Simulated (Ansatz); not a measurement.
Rows from a G0W0 calculation on SiO2 (P3_221) (Ansatz 0.2.0; G0W0 on PBE, plane waves, PAW; PAW set soft_1; 6×6×4 mesh, 472 empty bands, screening to 150 eV, PAW set soft_1 files), in eV. Spin-orbit coupling is left out.

| row | k | band | start | Σx | Σc at the solution | Vxc |
| --- | --- | --- | --- | --- | --- | --- |
| A | (0.333, 0.333, 0.000) | v1 | 2.505 | -26.839 | 4.109 | -20.921 |
| B | Γ | c2 | 11.826 | -6.634 | -3.926 | -11.963 |
| C | Γ | c1 | 8.498 | -7.843 | -3.436 | -12.421 |
| D | (0.333, 0.333, 0.000) | c1 | 11.430 | -8.544 | -3.810 | -13.856 |
| E | (0.333, 0.333, 0.000) | v2 | 2.071 | -26.587 | 4.163 | -20.558 |
| F | Γ | v1 | 2.190 | -26.285 | 4.098 | -20.320 |

Q: Work out each quasiparticle level and how far it moved.

The quasiparticle equation reads E = start + Σx + Σc(E) − Vxc.

| row | E (eV) | shift (eV) |
| --- | --- | --- |
| A | 0.696 | −1.809 |
| B | 13.229 | +1.403 |
| C | 9.640 | +1.143 |
| D | 12.932 | +1.503 |
| E | 0.205 | −1.866 |
| F | 0.323 | −1.867 |

The gap over the computed points goes from 5.99 eV to 8.94 eV.

Limits: not at the basis limit.

[Runs of the session that timed out or met a known fault of the program may be left out.]

[Cells called generated may have been cut or substituted from an entry of the Crystallography Open Database or the Materials Project.]

[Hosts, paths, dates, database ids (printed as entryN), source tags and the programs' standing remarks are cut or masked in the printed files.]
